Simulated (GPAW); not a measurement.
## How Mg2NCl absorbs and reflects light

Aim: the dielectric function of Mg2NCl, and the optical constants that follow from it.

Method: DFT, PBE, plane-wave PAW (GPAW data sets), scalar-relativistic, RPA, optical limit, in GPAW 26.7.0.

### 1. The starting structure

It takes space group R-3m (No. 166, trigonal). The conventional cell has a = 3.321 Å, b = 3.321 Å, c = 18.009 Å, α = 90.00°, β = 90.00°, γ = 120.00°. Nearest to Cl lie 6 Mg at 2.76 Å. Nearest to Mg lie 3 N at 2.17 Å and 3 Cl at 2.76 Å and 3 Mg at 2.79 Å. Nearest to N lie 6 Mg at 2.17 Å. Farther neighbours and most contacts between anions are not listed.

### 2. Ground state

First the ground state: is it a metal or has it a gap?

This step: DFT, PBE, plane-wave PAW (GPAW data sets), scalar-relativistic, ground state (GPAW 26.7.0).

gs.py

```python
from ase import Atoms
from ase.dft.bandgap import bandgap
from gpaw import GPAW, PW, FermiDirac

atoms = Atoms(['Cl', 'Mg', 'Mg', 'N'],
              cell=[[1.660666616095, 0.958786317820, 6.002977000003],
                    [-1.660666616095, 0.958786317820, 6.002977000003],
                    [0.000000000000, -1.917572635690, 6.002976999995]],
              scaled_positions=[[0.000000000000, 0.000000000000, 0.000000000000],
                                [0.777185000000, 0.777185000000, 0.777185000000],
                                [0.222815000000, 0.222815000000, 0.222815000000],
                                [0.500000000000, 0.500000000000, 0.500000000000]],
              pbc=[True, True, True])
atoms.calc = GPAW(mode=PW(450), xc='PBE', kpts={'size': (8, 8, 8), 'gamma': True},
                  occupations=FermiDirac(0.05), maxiter=150, txt='gs.txt')
print('energy (eV)', atoms.get_potential_energy())
print('Fermi level (eV)', atoms.calc.get_fermi_level())
print('valence electrons', atoms.calc.get_number_of_electrons())
print('gap (eV)', bandgap(atoms.calc, output=None)[0])
print('direct gap (eV)', bandgap(atoms.calc, direct=True, output=None)[0])
atoms.calc.write('gs.gpw')
```

Command:

```bash
$ OMP_NUM_THREADS=1 python gs.py
```

Numbers of over 12 decimals in the logs are rounded to 6 here.

The log of the run:

```text
__  _  _
 | _ |_)|_||  |
 |__||  | ||/\| - 26.7.0

Versions:
  Python: 3.12.14
  ASE:    3.29.0
  Numpy:  2.5.5
  Scipy:  1.18.1
  Libxc:  7.0.0

Input parameters:
  mode=PW(ecut=450.000000),
  kpts=MonkhorstPack(size=(8, 8, 8), gamma=True),
  maxiter=150,
  occupations=Occupations(name='fermi-dirac', width=0.05, fixmagmom=False),
  xc=XC(name='PBE')

Diagonalizing LCAO Hamiltonian
Converting LCAO to pw mode

       Mg

       N

       Mg

       Cl

Atoms  # Å, Bohr magnetons
|   | symbol |        x |         y |         z |    initial magnetic moments |
| 0 |     Cl | 0.000000 |  0.000000 |  0.000000 | ( 0.0000,  0.0000,  0.0000) |
| 1 |     Mg | 0.000000 | -0.000000 | 13.996271 | ( 0.0000,  0.0000,  0.0000) |
| 2 |     Mg | 0.000000 | -0.000000 |  4.012660 | ( 0.0000,  0.0000,  0.0000) |
| 3 |      N | 0.000000 | -0.000000 |  9.004466 | ( 0.0000,  0.0000,  0.0000) |

Unit cell  # Å
| periodic |         x |         y |        z |  lengths |    angles |
|      yes |  1.660667 |  0.958786 | 6.002977 | 6.301811 | 30.558313 |
|      yes | -1.660667 |  0.958786 | 6.002977 | 6.301811 | 30.558313 |
|      yes |  0.000000 | -1.917573 | 6.002977 | 6.301811 | 30.558313 |

Number of symmetries: 12
Symmetry operations  # r_c * U_cc + t_c -> r_c
|    | kind |            matrix            |
|  0 |  E   |  1, 0, 0,  0, 1, 0,  0, 0, 1 |
|  1 |  σ   |  1, 0, 0,  0, 0, 1,  0, 1, 0 |
|  2 |  σ   |  0, 1, 0,  1, 0, 0,  0, 0, 1 |
|  3 |  C3  |  0, 1, 0,  0, 0, 1,  1, 0, 0 |
|  4 |  C3  |  0, 0, 1,  1, 0, 0,  0, 1, 0 |
|  5 |  σ   |  0, 0, 1,  0, 1, 0,  1, 0, 0 |
|  6 |  C2  |  0, 0,-1,  0,-1, 0, -1, 0, 0 |
|  7 |  S6  |  0, 0,-1, -1, 0, 0,  0,-1, 0 |
|  8 |  S6  |  0,-1, 0,  0, 0,-1, -1, 0, 0 |
|  9 |  C2  |  0,-1, 0, -1, 0, 0,  0, 0,-1 |
| 10 |  C2  | -1, 0, 0,  0, 0,-1,  0,-1, 0 |
| 11 |  i   | -1, 0, 0,  0,-1, 0,  0, 0,-1 |

BZ-sampling:
  Number of BZ points: 512
  Number of IBZ points: 65

  Monkhorst-Pack size: [8, 8, 8]
  Monkhorst-Pack shift: [0.0625, 0.0625, 0.0625]

K-points  # in reciprocal-cell coordinates
|     |                                coordinates |     weight |
|   0 | (  0.00000000,   0.00000000,   0.00000000) | 0.00195312 |
|   1 | (  0.12500000,   0.00000000,  -0.12500000) | 0.01171875 |
|   2 | (  0.12500000,   0.00000000,   0.00000000) | 0.01171875 |
|   3 | (  0.12500000,   0.12500000,  -0.12500000) | 0.01171875 |
|   4 | (  0.12500000,   0.12500000,   0.00000000) | 0.01171875 |
|   5 | (  0.12500000,   0.12500000,   0.12500000) | 0.00390625 |
|   6 | (  0.25000000,  -0.12500000,  -0.12500000) | 0.01171875 |
|   7 | (  0.25000000,   0.00000000,  -0.25000000) | 0.01171875 |
|   8 | (  0.25000000,   0.00000000,  -0.12500000) | 0.02343750 |
|   9 | (  0.25000000,   0.00000000,   0.00000000) | 0.01171875 |
| ... |                                            |            |
|  64 | (  0.50000000,   0.50000000,   0.50000000) | 0.00195312 |

Plane wave coefficients: 1260
Cutoff: 450.000000 eV

Spin-components: 1 (collinear spins)
Bands:           24
Projectors:      20
Spin-degeneracy: 2
Datatype:        complex128

Parallelization:
  kpt:    1
  domain: 1
  band:   1

Density:
  Valence electrons: 32.0
  Components: 1
  Grid points: [32 32 32]
  Charge: 0.0  # |e|

Potential:
  Grid points: [32 32 32]

species:
  Cl:
    name:    Chlorine
    id:
    Z:       17.0
    valence: 7
    core:    10
    charge:  0.0  # [|e|]
    compensation charges:
      type: gauss
      rc: 0.25  # [Å]
      lmax: 2
    cutoffs:
      filter: 1.40  # [Å]
      core: 1.49  # [Å]
    projectors
    | kind |    occ | energy [eV] | rcut [Å] |
    |   3s |  2.000 |     -20.689 |    0.794 |
    |   3p |  5.000 |      -8.594 |    0.794 |
    |    s |        |       6.523 |    0.794 |
    |    p |        |      18.617 |    0.794 |
    |    d |        |       0.000 |    0.794 |

    Using partial waves for Cl as LCAO basis

  Mg:
    name:    Magnesium
    id:
    Z:       12.0
    valence: 10
    core:    2
    charge:  0.0  # [|e|]
    compensation charges:
      type: gauss
      rc: 0.33  # [Å]
      lmax: 2
    cutoffs:
      filter: 1.86  # [Å]
      core: 0.54  # [Å]
    projectors
    | kind |    occ | energy [eV] | rcut [Å] |
    |   2s |  2.000 |     -79.840 |    1.090 |
    |   3s |  2.000 |      -4.705 |    1.090 |
    |   2p |  6.000 |     -46.613 |    1.085 |
    |   3p |  0.000 |      -1.330 |    1.085 |
    |    d |        |       0.000 |    1.037 |

    Using partial waves for Mg as LCAO basis

  N:
    name:    Nitrogen
    id:
    Z:       7.0
    valence: 5
    core:    2
    charge:  0.0  # [|e|]
    compensation charges:
      type: gauss
      rc: 0.18  # [Å]
      lmax: 2
    cutoffs:
      filter: 1.11  # [Å]
      core: 0.96  # [Å]
    projectors
    | kind |    occ | energy [eV] | rcut [Å] |
    |   2s |  2.000 |     -18.583 |    0.603 |
    |   2p |  3.000 |      -7.089 |    0.529 |
    |    s |        |       8.629 |    0.603 |
    |    p |        |      20.123 |    0.529 |
    |    d |        |       0.000 |    0.577 |

    Using partial waves for N as LCAO basis

Reference energy: -24935.960677  # eV

eigensolver:
  PPCG
  Converge bands: occupied
  niter=2

density mixing:
  MSR1-Mixer
  Pratt-step length: 0.05
  Maximum mixing coefficient: 0.75
  Old densities: 10
  SVD Regularization: 0.005
  Good broyden scale: 1.0
  Trust region scale: 1.0
  Backstep threshold: 4.0
  History deletion threshold: 6.0
  Fourier metric: weight=20.0, sigma=0.015

occupation numbers:
  Fermi-Dirac:
    width: 0.0500  # eV

poisson solver:
  ecut: 3600.000000  # eV

xc functional:
  name: PBE with 2 nearest neighbor stencil

convergence criteria:
- Maximum [total energy] change in last 3 cyles: 0.0005 eV / valence electron
- Maximum integral of absolute [dens]ity change: 0.0001 electrons / valence electron
- Maximum integral of absolute [eigenst]ate change: 4e-08 eV^2 / valence electron
maximum number of iterations: 150

SCF iterations
|iter     |      energy | eigst |  dens |
|iter:   1||  -19.841587 | +0.03 |       |
|iter:   2||  -19.035756 | -1.46 | -1.04 |
|iter:   3||  -16.975061 | -0.44 | -1.09 |
|iter:   4||  -16.944855 | -1.84 | -1.58 |
|iter:   5||  -16.942647 | -2.38 | -1.82 |
|iter:   6||  -16.942669c| -3.92 | -2.63 |
|iter:   7||  -16.942774c| -4.87 | -2.97 |
|iter:   8||  -16.942780c| -6.18 | -3.75 |
|iter:   9||  -16.942780c| -7.27 | -4.27c|
|iter:  10||  -16.942780c| -8.27c| -5.22c|

Converged in 10 steps
SCF loop duration: 30.181 s (3.018 s/step)
Energy contributions relative to reference atoms: (reference = -24935.960677)

Energy contributions:
  Kinetic:           6.971050
  Coulomb:          -2.752537
  Zero:             -0.129916
  External:          0.000000
  Xc:              -21.031377
  Entropy:          -0.000000
  Spinorbit:         0.000000
  ----------------------------
  Free energy:     -16.942780
  Extrapolated:    -16.942780

dipole moment: (-0.000000, 0.000000, -67.463516)  # |e|*Ang

Fermi level: 6.294
Eigenvalues  # (at kpt = [0.000, 0.000, 0.000])
| band index |      eig [eV] | occ [0-2] |
|          0 |       -69.295 |     2.000 |
|        ... |               |           |
|          8 |       -11.249 |     2.000 |
|          9 |        -7.703 |     2.000 |
|         10 |        -1.015 |     2.000 |
|         11 |         2.887 |     2.000 |
|         12 |         2.887 |     2.000 |
|         13 |         4.218 |     2.000 |
|         14 |         5.226 |     2.000 |
|         15 |         5.226 |     2.000 |
|         16 |         7.395 |     0.000 |
|         17 |        10.555 |     0.000 |
|         18 |        13.640 |     0.000 |
|         19 |        14.023 |     0.000 |
|         20 |        14.610 |     0.000 |
|         21 |        14.623 |     0.000 |
|         22 |        15.413 |     0.000 |
|         23 |        17.073 |     0.000 |

Gap: 2.162 eV
Transition (v -> c):
  (s=0, k=5, n=15, [0.12, 0.12, 0.12]) -> (s=0, k=0, n=16, [0.00, 0.00, 0.00])
Direct/indirect transitions are different
Direct gap: 2.169 eV
Transition at: (s=0, k=0, n=15, [0.00, 0.00, 0.00])

--- standard output ---
energy (eV) -16.942780
Fermi level (eV) 6.293616
valence electrons 32.0
gap (eV) 2.162270
direct gap (eV) 2.169102
```

It took 37 s on 1 thread of Intel Xeon 6975P-C (Granite Rapids), shared host; peak memory 0.23 GiB.

Read-outs, printed or worked out from the files:

| Property | Result |
| --- | --- |
| energy | -16.94 eV |
| Fermi energy | 6.294 eV |
| gap on the k-mesh | 2.162 eV |
| direct gap on the mesh | 2.169 eV |
| electrons | 32 |

There is a gap, 2.16 eV on this mesh (points off the mesh can give less), so no carriers' term is needed.

### 3. Bands for the response

At the fixed density, many empty bands are solved on the mesh of the response, since the spectrum sums over them.

This step: DFT, PBE, plane-wave PAW (GPAW data sets), scalar-relativistic, bands at fixed density (GPAW 26.7.0).

nscf.py

```python
from ase.dft.bandgap import bandgap
from gpaw import GPAW, FermiDirac

calc = GPAW('gs.gpw').fixed_density(kpts={'size': (10, 10, 10), 'gamma': True}, nbands=51, convergence={'bands': 45},
                                    occupations=FermiDirac(0.001), txt='nscf.txt')
print('gap (eV)', bandgap(calc, output=None)[0])
print('direct gap (eV)', bandgap(calc, direct=True, output=None)[0])
print('top band over the Fermi level (eV)', min(calc.get_eigenvalues(kpt=k)[44] for k in range(len(calc.get_ibz_k_points()))) - calc.get_fermi_level())
calc.write('full.gpw', mode='all')
```

Command:

```bash
$ OMP_NUM_THREADS=1 python nscf.py
```

The log of the run:

```text
Diagonalizing LCAO Hamiltonian
Converting LCAO to pw mode
convergence criteria:
- Maximum integral of absolute [eigenst]ate change: 4e-08 eV^2 / valence electron
maximum number of iterations: 150

SCF iterations
|iter     |      energy | eigst |  dens |
|iter:   1||             | +3.34 |       |
|iter:   2||             | +2.30 |       |
|iter:   3||             | +1.46 |       |
|iter:   4||             | +0.53 |       |
|iter:   5||             | -0.36 |       |
|iter:   6||             | -1.35 |       |
|iter:   7||             | -2.29 |       |
|iter:   8||             | -3.31 |       |
|iter:   9||             | -4.23 |       |
|iter:  10||             | -5.23 |       |
|iter:  11||             | -6.12 |       |
|iter:  12||             | -7.01 |       |
|iter:  13||             | -7.53c|       |
SCF steps: 13
  __  _  _
 | _ |_)|_||  |
 |__||  | ||/\| - 26.7.0

Versions:
  Python: 3.12.14
  ASE:    3.29.0
  Numpy:  2.5.5
  Scipy:  1.18.1
  Libxc:  7.0.0

Input parameters:
  mode=PW(ecut=450.000000),
  convergence={'bands': 45},
  gpts=array([32, 32, 32]),
  kpts=MonkhorstPack(size=(10, 10, 10), gamma=True),
  maxiter=150,
  nbands=51,
  occupations=Occupations(name='fermi-dirac', width=0.001, fixmagmom=False),
  parallel={},
  xc=XC(name='PBE')

--- standard output ---
gap (eV) 2.161000
direct gap (eV) 2.169102
top band over the Fermi level (eV) 27.285532
```

Wall time 2.3 min (1 thread); peak memory 0.36 GiB.

Numbers from this step:

```
gap on the k-mesh : 2.161 eV
```

(Continued in part 2 of 2.)

[Machine, clock and banner lines and Python warnings are left out of the logs.]

[Logs are printed without paths, hosts, clocks, repeated set-up lines and the standing remarks that a program may print on its own settings, such as how far it seeks lower states.]

[Hosts, paths, dates, database ids (printed as entryN), source tags and the programs' standing remarks are cut or masked in the printed files.]
